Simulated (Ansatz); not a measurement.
# NaGeF3 (model cell, started as cubic perovskite with Ge in the octahedra): following an unstable mode, part 2 of 2

Wanted: the energy along a soft mode of NaGeF3 (model cell, started as cubic perovskite with Ge in the octahedra) and the structure at the end.

Ansatz 0.2.0; DFT PBEsol, scalar-relativistic, plane waves, PAW; PAW set soft_1.

So far, highest frequency on the path or at a solved wavevector (cm⁻¹): step 2 (the dispersion) 418. Also lowest frequency on the path (cm⁻¹): step 2 -238.

The structure was built from a prototype and need not be the compound's stable phase.

## 6. Relaxing from the distorted cell

Starting from the lowest point found, all atoms and the cell are let go, so that strain and other modes of the same symmetry can join in.

Contents of input.yaml:

```yaml
crystal:
  lattice:
    - [4.3407137908, 0.0, 0.0]
    - [0.0, 4.3407137908, 0.0]
    - [0.0, 0.0, 8.6814275816]
  atoms:
    - { symbol: Na, position: [0.0, 0.0, 0.0] }
    - { symbol: Na, position: [0.0, 0.0, 0.5] }
    - { symbol: Ge, position: [0.494783379, 0.505216621, 0.25] }
    - { symbol: Ge, position: [0.505216621, 0.494783379, 0.75] }
    - { symbol: F, position: [0.5, 0.5, 0.0] }
    - { symbol: F, position: [0.5, 0.5, 0.5] }
    - { symbol: F, position: [0.4852287573, -0.0484826526, 0.25] }
    - { symbol: F, position: [0.5147712427, 0.0484826526, 0.75] }
    - { symbol: F, position: [0.0484826526, 0.5147712427, 0.25] }
    - { symbol: F, position: [-0.0484826526, 0.4852287573, 0.75] }
kpoints:
  mp_grid: { grid: [6, 6, 4] }
hamiltonian:
  xc: pbesol
  pseudopotentials: { kind: paw, azcp: { folder: soft_1 }, xc_functional: pbe }
scf:
  occupations: { method: fixed }
output:
  forces: true
  stress: true
  eigenvalues: true
relax:
  adjacent_minimum: "off"
  f_tol: 0.002
  max_steps: 120
  cell: { stress_tol: 0.03 }
```

Launch:

```sh
$ ansatz run input.yaml --threads 8 --pin off --max-ram 16384MiB --backend cpu --events-out ev --progress --plain --runs-dir out
```

Numbers of over 12 decimals in the logs are rounded to 6 here.

The program printed:

```text
[...]
Crystal: 10 atoms, lattice volume = 163.574 Å³
Basis set: ecut = 420 eV, 3197 PW (Γ), exchange–correlation on 60×60×120 points (8 copies of the dense FFT grid, shifted against one another)
Bands: 54, of which v1, the nominal top of the filled ones, is band 44 counted from 1 (43 counted from 0)
Symmetry: 8 space group operations
[...]
k-points: 39 of 144
[...]
SCF iter   1: F=—  HF=-16276.395257 eV  |F-HF|=—  |Δ(HF+E_count)|=         —  Δρ=1.53e-1  dr2=3.02e1  ethr=3.10e-3  ⟨swp⟩=4.6  Hψ=6369  notcnv=0  defer=278
[...]
SCF iter  11: F=-16266.208109 eV  HF=-16266.208109 eV  |F-HF|=2.75e-8  |Δ(HF+E_count)|=   1.16e-6  Δρ=5.60e-6  dr2=4.39e-8  ethr=1.14e-10  ⟨swp⟩=11.9  Hψ=10027  notcnv=0
SCF 1 converged in 11 iterations: F = -16266.208109 eV  dr2 = 4.39e-8
[...]
relax step   1: F+E_penalty+E_count = -16266.20810857 eV  Δ(F+E_penalty+E_count) = +0.000e0 eV  max|allowed force component| = 1.845e-1 eV/Å  Δτ_max = 0.0000 Å  P = +1.587 GPa  Ω = 163.574 Å³  (11 SCF iters, dr2 threshold 1.00e-7 eV, accepted)
Crystal: 10 atoms, lattice volume = 168.847 Å³
Basis set: ecut = 420 eV, 3313 PW (Γ), exchange–correlation on 60×60×120 points (8 copies of the dense FFT grid, shifted against one another)
[...]
iter 1 solved again at ethr=5.98e-4 eV; its pass at ethr=3.10e-3 eV (dr2=5.26e-1 eV) is discarded
[...]
SCF iter   8: F=-16266.343190 eV  HF=-16266.343190 eV  |F-HF|=3.86e-7  |Δ(HF+E_count)|=   6.78e-7  Δρ=2.43e-5  dr2=6.69e-7  ethr=1.14e-9  ⟨swp⟩=11.1  Hψ=9870  notcnv=0
SCF 2 converged in 8 iterations: F = -16266.343190 eV  dr2 = 6.69e-7
relax step   2: F+E_penalty+E_count = -16266.34319004 eV  Δ(F+E_penalty+E_count) = -1.351e-1 eV  max|allowed force component| = 2.552e-1 eV/Å  Δτ_max = 0.1032 Å  P = -0.547 GPa  Ω = 168.847 Å³  energy of the carried Pulay correction = -9.130e-3 eV  (8 SCF iters, dr2 threshold 1.00e-6 eV, accepted)
Crystal: 10 atoms, lattice volume = 170.818 Å³
Basis set: ecut = 420 eV, 3351 PW (Γ), exchange–correlation on 60×60×120 points (8 copies of the dense FFT grid, shifted against one another)
[...]
SCF iter   8: F=-16266.473263 eV  HF=-16266.473263 eV  |F-HF|=1.82e-7  |Δ(HF+E_count)|=   1.31e-6  Δρ=1.89e-5  dr2=4.25e-7  ethr=1.14e-9  ⟨swp⟩=11.0  Hψ=9884  notcnv=0
SCF 3 converged in 8 iterations: F = -16266.473263 eV  dr2 = 4.25e-7
relax step   3: F+E_penalty+E_count = -16266.47326278 eV  Δ(F+E_penalty+E_count) = -1.301e-1 eV  max|allowed force component| = 3.783e-1 eV/Å  Δτ_max = 0.1104 Å  P = -1.945 GPa  Ω = 170.818 Å³  energy of the carried Pulay correction = -1.247e-2 eV  (8 SCF iters, dr2 threshold 1.00e-6 eV, accepted)
[... from here on, the SCF cycles and remarks between the steps are left out ...]
relax step   4: F+E_penalty+E_count = -16266.63800227 eV  Δ(F+E_penalty+E_count) = -1.647e-1 eV  max|allowed force component| = 3.393e-1 eV/Å  Δτ_max = 0.0746 Å  P = -2.137 GPa  Ω = 167.683 Å³  energy of the carried Pulay correction = -7.139e-3 eV  (8 SCF iters, dr2 threshold 1.00e-6 eV, accepted)
relax step   5: F+E_penalty+E_count = -16266.77707711 eV  Δ(F+E_penalty+E_count) = -1.391e-1 eV  max|allowed force component| = 1.053e-1 eV/Å  Δτ_max = 0.0529 Å  P = -0.911 GPa  Ω = 160.854 Å³  energy of the carried Pulay correction = +4.824e-3 eV  (8 SCF iters, dr2 threshold 1.00e-6 eV, accepted)
relax step   6: F+E_penalty+E_count = -16266.86771595 eV  Δ(F+E_penalty+E_count) = -9.064e-2 eV  max|allowed force component| = 1.231e-1 eV/Å  Δτ_max = 0.1401 Å  P = -0.523 GPa  Ω = 157.275 Å³  energy of the carried Pulay correction = +1.130e-2 eV  (7 SCF iters, dr2 threshold 1.00e-6 eV, accepted)
relax step   7: F+E_penalty+E_count = -16266.92552016 eV  Δ(F+E_penalty+E_count) = -5.780e-2 eV  max|allowed force component| = 2.373e-1 eV/Å  Δτ_max = 0.1504 Å  P = +0.643 GPa  Ω = 150.732 Å³  energy of the carried Pulay correction = +2.351e-2 eV  (8 SCF iters, dr2 threshold 1.00e-6 eV, accepted)
relax step   8: F+E_penalty+E_count = -16266.93691859 eV  Δ(F+E_penalty+E_count) = -1.140e-2 eV  max|allowed force component| = 4.405e-2 eV/Å  Δτ_max = 0.0964 Å  P = +0.401 GPa  Ω = 151.319 Å³  energy of the carried Pulay correction = +2.240e-2 eV  (8 SCF iters, dr2 threshold 1.00e-6 eV, accepted)
relax step   9: F+E_penalty+E_count = -16266.94260030 eV  Δ(F+E_penalty+E_count) = -5.682e-3 eV  max|allowed force component| = 4.346e-2 eV/Å  Δτ_max = 0.0213 Å  P = -0.192 GPa  Ω = 151.779 Å³  energy of the carried Pulay correction = +2.153e-2 eV  (6 SCF iters, dr2 threshold 1.00e-6 eV, accepted)
relax step  10: F+E_penalty+E_count = -16266.94344135 eV  Δ(F+E_penalty+E_count) = -8.410e-4 eV  max|allowed force component| = 2.320e-3 eV/Å  Δτ_max = 0.0056 Å  P = +0.025 GPa  Ω = 151.590 Å³  energy of the carried Pulay correction = +2.188e-2 eV  (5 SCF iters, dr2 threshold 2.77e-7 eV, accepted)
relax step  11: F+E_penalty+E_count = -16266.94328872 eV  Δ(F+E_penalty+E_count) = +1.526e-4 eV  max|allowed force component| = 1.340e-3 eV/Å  Δτ_max = 0.0017 Å  P = +0.001 GPa  Ω = 151.676 Å³  energy of the carried Pulay correction = +2.172e-2 eV  (6 SCF iters, dr2 threshold 3.38e-9 eV, accepted)
relax step  12: F+E_penalty+E_count = -16267.10843682 eV  Δ(F+E_penalty+E_count) = -1.651e-1 eV  max|allowed force component| = 5.410e-3 eV/Å  Δτ_max = 0.0000 Å  P = +1.351 GPa  Ω = 151.676 Å³  stress off target by 3.67e0 GPa  SCF on the basis re-selected at this cell (its energy is not comparable with the rows above)  (9 SCF iters)
relax step  13: F+E_penalty+E_count = -16267.18861271 eV  Δ(F+E_penalty+E_count) = -8.018e-2 eV  max|allowed force component| = 2.711e-2 eV/Å  Δτ_max = 0.0274 Å  P = +0.959 GPa  Ω = 153.504 Å³  energy of the carried Pulay correction = -3.823e-3 eV  (6 SCF iters, dr2 threshold 1.00e-6 eV, accepted)
relax step  14: F+E_penalty+E_count = -16267.21811488 eV  Δ(F+E_penalty+E_count) = -2.950e-2 eV  max|allowed force component| = 3.783e-2 eV/Å  Δτ_max = 0.0296 Å  P = +0.209 GPa  Ω = 158.271 Å³  energy of the carried Pulay correction = -1.303e-2 eV  (7 SCF iters, dr2 threshold 1.00e-6 eV, accepted)
relax step  15: F+E_penalty+E_count = -16267.21790398 eV  Δ(F+E_penalty+E_count) = +2.109e-4 eV  max|allowed force component| = 1.582e-2 eV/Å  Δτ_max = 0.0044 Å  P = +0.037 GPa  Ω = 158.916 Å³  energy of the carried Pulay correction = -1.426e-2 eV  (5 SCF iters, dr2 threshold 5.14e-7 eV, accepted)
relax step  16: F+E_penalty+E_count = -16267.21788865 eV  Δ(F+E_penalty+E_count) = +1.533e-5 eV  max|allowed force component| = 4.773e-3 eV/Å  Δτ_max = 0.0063 Å  P = +0.009 GPa  Ω = 158.986 Å³  energy of the carried Pulay correction = -1.439e-2 eV  (7 SCF iters, dr2 threshold 1.91e-8 eV, accepted)
relax step  17: F+E_penalty+E_count = -16267.21787286 eV  Δ(F+E_penalty+E_count) = +1.579e-5 eV  max|allowed force component| = 1.646e-3 eV/Å  Δτ_max = 0.0008 Å  P = +0.006 GPa  Ω = 159.004 Å³  energy of the carried Pulay correction = -1.442e-2 eV  (6 SCF iters, dr2 threshold 1.42e-9 eV, accepted)
relax step  18: F+E_penalty+E_count = -16267.25980195 eV  Δ(F+E_penalty+E_count) = -4.193e-2 eV  max|allowed force component| = 3.007e-3 eV/Å  Δτ_max = 0.0000 Å  P = +0.439 GPa  Ω = 159.004 Å³  stress off target by 1.01e0 GPa  SCF on the basis re-selected at this cell (its energy is not comparable with the rows above)  (8 SCF iters)
relax step  19: F+E_penalty+E_count = -16267.26802833 eV  Δ(F+E_penalty+E_count) = -8.226e-3 eV  max|allowed force component| = 7.099e-2 eV/Å  Δτ_max = 0.0191 Å  P = +0.501 GPa  Ω = 161.129 Å³  energy of the carried Pulay correction = -4.363e-3 eV  (6 SCF iters, dr2 threshold 1.00e-6 eV, accepted)
relax step  20: F+E_penalty+E_count = -16267.26466353 eV  Δ(F+E_penalty+E_count) = +3.365e-3 eV  max|allowed force component| = 2.245e-2 eV/Å  Δτ_max = 0.0089 Å  P = -0.135 GPa  Ω = 164.245 Å³  energy of the carried Pulay correction = -1.159e-2 eV  (6 SCF iters, dr2 threshold 1.00e-6 eV, accepted)
relax step  21: F+E_penalty+E_count = -16267.26567580 eV  Δ(F+E_penalty+E_count) = -1.012e-3 eV  max|allowed force component| = 3.826e-3 eV/Å  Δτ_max = 0.0079 Å  P = +0.007 GPa  Ω = 163.994 Å³  energy of the carried Pulay correction = -1.098e-2 eV  (6 SCF iters, dr2 threshold 1.23e-7 eV, accepted)
relax step  22: F+E_penalty+E_count = -16267.26572791 eV  Δ(F+E_penalty+E_count) = -5.210e-5 eV  max|allowed force component| = 1.322e-3 eV/Å  Δτ_max = 0.0020 Å  P = +0.004 GPa  Ω = 163.979 Å³  energy of the carried Pulay correction = -1.094e-2 eV  (6 SCF iters, dr2 threshold 9.15e-10 eV, accepted)
relax step  23: F+E_penalty+E_count = -16267.28028370 eV  Δ(F+E_penalty+E_count) = -1.456e-2 eV  max|allowed force component| = 1.945e-3 eV/Å  Δτ_max = 0.0000 Å  P = +0.063 GPa  Ω = 163.979 Å³  stress off target by 2.35e-1 GPa  SCF on the basis re-selected at this cell (its energy is not comparable with the rows above)  (8 SCF iters)
relax step  24: F+E_penalty+E_count = -16267.28015890 eV  Δ(F+E_penalty+E_count) = +1.248e-4 eV  max|allowed force component| = 8.266e-3 eV/Å  Δτ_max = 0.0054 Å  P = +0.033 GPa  Ω = 164.652 Å³  energy of the carried Pulay correction = -1.284e-3 eV  (5 SCF iters, dr2 threshold 1.38e-7 eV, accepted)
relax step  25: F+E_penalty+E_count = -16267.27880252 eV  Δ(F+E_penalty+E_count) = +1.356e-3 eV  max|allowed force component| = 5.668e-3 eV/Å  Δτ_max = 0.0051 Å  P = +0.007 GPa  Ω = 165.491 Å³  energy of the carried Pulay correction = -2.913e-3 eV  (7 SCF iters, dr2 threshold 1.34e-8 eV, accepted)
relax step  26: F+E_penalty+E_count = -16267.27884965 eV  Δ(F+E_penalty+E_count) = -4.712e-5 eV  max|allowed force component| = 1.945e-3 eV/Å  Δτ_max = 0.0007 Å  P = -0.002 GPa  Ω = 165.471 Å³  energy of the carried Pulay correction = -2.873e-3 eV  (5 SCF iters, dr2 threshold 2.01e-9 eV, accepted)
relax step  27: F+E_penalty+E_count = -16267.28196098 eV  Δ(F+E_penalty+E_count) = -3.111e-3 eV  max|allowed force component| = 1.883e-3 eV/Å  Δτ_max = 0.0000 Å  P = +0.009 GPa  Ω = 165.471 Å³  stress off target by 4.55e-2 GPa  SCF on the basis re-selected at this cell (its energy is not comparable with the rows above)  (7 SCF iters)
relax step  28: F+E_penalty+E_count = -16267.28149184 eV  Δ(F+E_penalty+E_count) = +4.691e-4 eV  max|allowed force component| = 2.757e-3 eV/Å  Δτ_max = 0.0023 Å  P = -0.002 GPa  Ω = 165.773 Å³  energy of the carried Pulay correction = -5.593e-4 eV  (6 SCF iters, dr2 threshold 5.17e-9 eV, accepted)
relax step  29: F+E_penalty+E_count = -16267.28133829 eV  Δ(F+E_penalty+E_count) = +1.536e-4 eV  max|allowed force component| = 2.656e-3 eV/Å  Δτ_max = 0.0009 Å  P = +0.009 GPa  Ω = 165.858 Å³  energy of the carried Pulay correction = -7.210e-4 eV  (7 SCF iters, dr2 threshold 4.75e-10 eV, accepted)
relax step  30: F+E_penalty+E_count = -16267.28130300 eV  Δ(F+E_penalty+E_count) = +3.529e-5 eV  max|allowed force component| = 1.644e-4 eV/Å  Δτ_max = 0.0002 Å  P = -0.001 GPa  Ω = 165.878 Å³  energy of the carried Pulay correction = -7.574e-4 eV  (6 SCF iters, dr2 threshold 4.41e-10 eV, accepted)
[...]
SCF iter   6: F=-16267.282075 eV  HF=-16267.282075 eV  |F-HF|=1.82e-11  |Δ(HF+E_count)|=  6.55e-11  Δρ=7.30e-8  dr2=8.40e-12  ethr=1.00e-12  ⟨swp⟩=4.0  Hψ=6355  notcnv=0
SCF 31 converged in 6 iterations: F = -16267.282075 eV  dr2 = 8.40e-12
relax step  31: F+E_penalty+E_count = -16267.28207513 eV  Δ(F+E_penalty+E_count) = -7.721e-4 eV  max|allowed force component| = 1.423e-4 eV/Å  Δτ_max = 0.0000 Å  P = +0.002 GPa  Ω = 165.878 Å³  stress off target by 1.27e-2 GPa  SCF on the basis re-selected at this cell (its energy is not comparable with the rows above)  (6 SCF iters)
[...]
SCF converged after 6 iterations
Free energy (F): -16267.282075 eV
[...]
Internal energy: -16267.282075 eV  (E = F + TS)
E sigma→0 (E₀):  -16267.282075 eV
Fermi energy:    2.782658 eV
[...]
--- Forces (eV/Å), atoms counted from 1 ---
  atom   1  Na    -0.00000000    -0.00000000     0.00000000
  atom   2  Na    -0.00000000    -0.00000000     0.00000000
  atom   3  Ge    -0.00014230     0.00014230     0.00000000
  atom   4  Ge     0.00014230    -0.00014230     0.00000000
  atom   5  F     -0.00000000    -0.00000000     0.00000000
  atom   6  F     -0.00000000    -0.00000000     0.00000000
  atom   7  F      0.00000165     0.00000495     0.00000000
  atom   8  F     -0.00000165    -0.00000495     0.00000000
  atom   9  F     -0.00000495    -0.00000165     0.00000000
  atom  10  F      0.00000495     0.00000165     0.00000000
  max |Σ_I F_I| component: 5.05e-29 eV/Å
--- Stress (GPa, compression-positive) ---
        0.002935       0.009799       0.000000
        0.009799       0.002935       0.000000
        0.000000       0.000000      -0.001223
  P = ⅓ Tr σ = 0.0015 GPa (0.015 kbar)
--- Band table (eV; the first three rows and the last of 39) ---
  k-point 0: bands = [... 40 lower, -0.2225, -0.2047, 0.1950, 2.0771, 6.6326, 7.7722, 8.4499, 8.8379, ... 6 higher]
  k-point 1: bands = [... 40 lower, -0.2196, -0.2070, 0.4199, 1.7213, 6.9791, 7.7823, 8.5027, 8.7767, ... 6 higher]
  k-point 2: bands = [... 40 lower, -0.2131, -0.2131, 1.0101, 1.0101, 7.5726, 7.5726, 8.6356, 8.6356, ... 6 higher]
  k-point 38: bands = [... 40 lower, -0.2710, -0.2710, 1.6823, 1.6823, 6.9259, 6.9259, 8.2461, 8.2461, ... 6 higher]
--- Relaxed structure (26 steps of the walk, 26 accepted, 5 SCFs on fresh bases) ---
  F+E_penalty+E_count = -16267.28207513 eV   max|allowed force component| = 1.423e-4 eV/Å   (the final SCF, on the basis selected at the relaxed cell)
  cell:  # Å, volume = 165.8777 Å³
    - [4.535763, 1.151679, 0.0]
    - [1.151679, 4.535763, 0.0]
    - [0.0, 0.0, 8.618465]
  atoms:
    - { symbol: Na, position: [-3.5936390898881e-19, 1.0590463764466037e-18, 0] }
    - { symbol: Na, position: [-3.5936390898881e-19, 1.0590463764466033e-18, 0.500000] }
    - { symbol: Ge, position: [0.517047, 0.482953, 0.250000] }
    - { symbol: Ge, position: [0.482953, 0.517047, 0.75] }
    - { symbol: F, position: [0.500000, 0.500000, 0] }
    - { symbol: F, position: [0.500000, 0.500000, 0.500000] }
    - { symbol: F, position: [0.383360, -0.075298, 0.250000] }
    - { symbol: F, position: [0.616640, 0.075298, 0.75] }
    - { symbol: F, position: [0.075298, 0.616640, 0.250000] }
    - { symbol: F, position: [-0.075298, 0.383360, 0.75] }
```

Run time: 1.7 min. Hardware: 8 threads of Arm Neoverse V1, shared host; peak memory 0.85 GiB.

Step by step (22 of 31):

```csv
step,energy less that of the first step (eV),largest force component (eV/Å),pressure (GPa),volume (Å³)
1,0.0000,0.1845,1.59,163.57
2,-0.1351,0.2552,-0.55,168.85
4,-0.4299,0.3393,-2.14,167.68
5,-0.5690,0.1053,-0.91,160.85
7,-0.7174,0.2373,0.64,150.73
8,-0.7288,0.0440,0.40,151.32
10,-0.7353,0.0023,0.02,151.59
11,-0.7352,0.0013,0.00,151.68
12*,-0.9003,0.0054,1.35,151.68
14,-1.0100,0.0378,0.21,158.27
15,-1.0098,0.0158,0.04,158.92
17,-1.0098,0.0016,0.01,159.00
18*,-1.0517,0.0030,0.44,159.00
20,-1.0566,0.0224,-0.13,164.25
21,-1.0576,0.0038,0.01,163.99
22,-1.0576,0.0013,0.00,163.98
24,-1.0721,0.0083,0.03,164.65
25,-1.0707,0.0057,0.01,165.49
27*,-1.0739,0.0019,0.01,165.47
28,-1.0734,0.0028,0.00,165.77
30,-1.0732,0.0002,0.00,165.88
31*,-1.0740,0.0001,0.00,165.88
```

Relaxation steps marked * repeat the geometry before them on a plane-wave basis chosen anew for their cell, so energy and pressure can jump there. Other such steps can lie between the rows shown.

The run keeps the 8 symmetry operations that it works with, so distortions that break them were not tested.

```csv
cell as run,before,after,change
a (Å),4.341,4.680,+7.8 %
b (Å),4.341,4.680,+7.8 %
c (Å),8.681,8.618,-0.7 %
γ (°),90.00,61.51,-31.7 %
volume (Å³/atom),16.36,16.59,+1.4 %
```

The atoms that moved most (Å, as changes of fractional coordinates times the final cell):

```csv
atom,dx,dy,dz,length
F8,0.493,0.239,0.000,0.548
F9,0.239,0.493,0.000,0.548
F7,-0.493,-0.239,0.000,0.548
F10,-0.239,-0.493,0.000,0.548
Ge3,0.075,-0.075,0.000,0.107
Ge4,-0.075,0.075,0.000,0.107
```

Numbers from this step:

```
pressure          : 0.001549 GPa
gap on the k-mesh : 3.850 eV
volume per atom   : 16.59 Å³
```

The distorted start has space group Cmcm; the relaxation ends in Cmcm.

## 7. The new phase in its own primitive cell

The relaxed structure is symmetrised, reduced to its primitive cell and relaxed tightly, as its phonons need.

input.yaml, the sections that differ from step 6:

```yaml
crystal:
  lattice:
    - [4.0216284023, -2.3929087864, 0.0]
    - [4.0216284023, 2.3929087864, 0.0]
    - [0.0, 0.0, 8.6184649822]
  atoms:
    - { symbol: Na, position: [0.0, 0.0, 0.0] }
    - { symbol: Na, position: [0.0, 0.0, 0.5] }
    - { symbol: Ge, position: [0.517047302, 0.482952698, 0.25] }
    - { symbol: Ge, position: [0.482952698, 0.517047302, 0.75] }
    - { symbol: F, position: [0.5, 0.5, 0.0] }
    - { symbol: F, position: [0.5, 0.5, 0.5] }
    - { symbol: F, position: [0.3833601369, 0.9247017841, 0.25] }
    - { symbol: F, position: [0.6166398631, 0.0752982159, 0.75] }
    - { symbol: F, position: [0.0752982159, 0.6166398631, 0.25] }
    - { symbol: F, position: [0.9247017841, 0.3833601369, 0.75] }
relax:
  adjacent_minimum: "off"
  f_tol: 0.001
  max_steps: 60
  cell: { stress_tol: 0.01 }
# kpoints, hamiltonian, scf, output: as in step 6
```

The program printed:

```text
[...]
Crystal: 10 atoms, lattice volume = 165.878 Å³
Basis set: ecut = 420 eV, 3243 PW (Γ), exchange–correlation on 64×64×120 points (8 copies of the dense FFT grid, shifted against one another)
Bands: 54, of which v1, the nominal top of the filled ones, is band 44 counted from 1 (43 counted from 0)
Symmetry: 8 space group operations
[...]
k-points: 39 of 144
[...]
- { symbol: Ge, position: [0.517024, 0.482976, 0.250000] }
    - { symbol: Ge, position: [0.482976, 0.517024, 0.750000] }
    - { symbol: F, position: [0.5, 0.5, 0] }
    - { symbol: F, position: [0.5, 0.5, 0.500000] }
    - { symbol: F, position: [0.383218, 0.924645, 0.250000] }
    - { symbol: F, position: [0.616782, 0.075355, 0.750000] }
    - { symbol: F, position: [0.075355, 0.616782, 0.250000] }
    - { symbol: F, position: [0.924645, 0.383218, 0.750000] }
[key lines of the parts left out:]
SCF converged after 7 iterations
Free energy (F): -16267.282110 eV
Fermi energy:    2.777367 eV
P = ⅓ Tr σ = 0.0007 GPa (0.007 kbar)
```

The job ended after 18 s (8 threads; peak memory 0.84 GiB).

Little changed from the start: no atom moved by 0.005 Å and no cell edge by 0.1 %.

This step gave:

- pressure: 6.67e-4 GPa
- gap on the k-mesh: 3.851 eV
- volume per atom: 16.60 Å³
- direct gap on mesh: 4.196 eV

The largest force component left is 0.40 meV/Å and the pressure is 0.001 GPa, within the tolerances set. The cell now holds 16.60 Å³/atom.

## 8. Results

- unstable mode of the parent: q = (0, 0, -0.5), 226i cm⁻¹
- depth at the lowest point sampled: 21.0 meV/atom
- largest atomic shift at that point: 0.22 Å
- space group reached (within 0.01 Å): Cmcm
- energy gained over the parent (first relaxation, on the mesh of the frozen mode): 128 meV/atom
- volume per atom, phase reached: 16.6 Å³
- gap on the k-mesh, phase reached: 3.85 eV

Along this mode the structure falls into Cmcm, 128 meV/atom below the parent. At the parent's cell the well is 21.02 meV/atom deep on the steps tried, with its lowest point at a shift of 0.22 Å. Relaxing atoms and cell changes the gain by +107.40 meV/atom against the lowest step (energies at zero smearing). Most of the total comes from this relaxation. The modes of the phase reached were not computed on this path. Of the 6 patterns followed to their end from this parent, this one ends 9.45 meV/atom above the lowest, R3m. Each path keeps the symmetry of its pattern, so a lower phase may lie along a pattern not tried. The q mesh stands for a supercell only 8.7 Å across, so branches between the solved wavevectors are rough. The PAW files were made for PBE and serve the other functionals too. The starting cell was built on a prototype and not taken from a measurement, so the phase need not exist.

[Logs are printed without paths, hosts, clocks, repeated set-up lines and the standing remarks that a program may print on its own settings, such as how far it seeks lower states.]

[Hosts, paths, dates, database ids (printed as entryN), source tags and the programs' standing remarks are cut or masked in the printed files.]
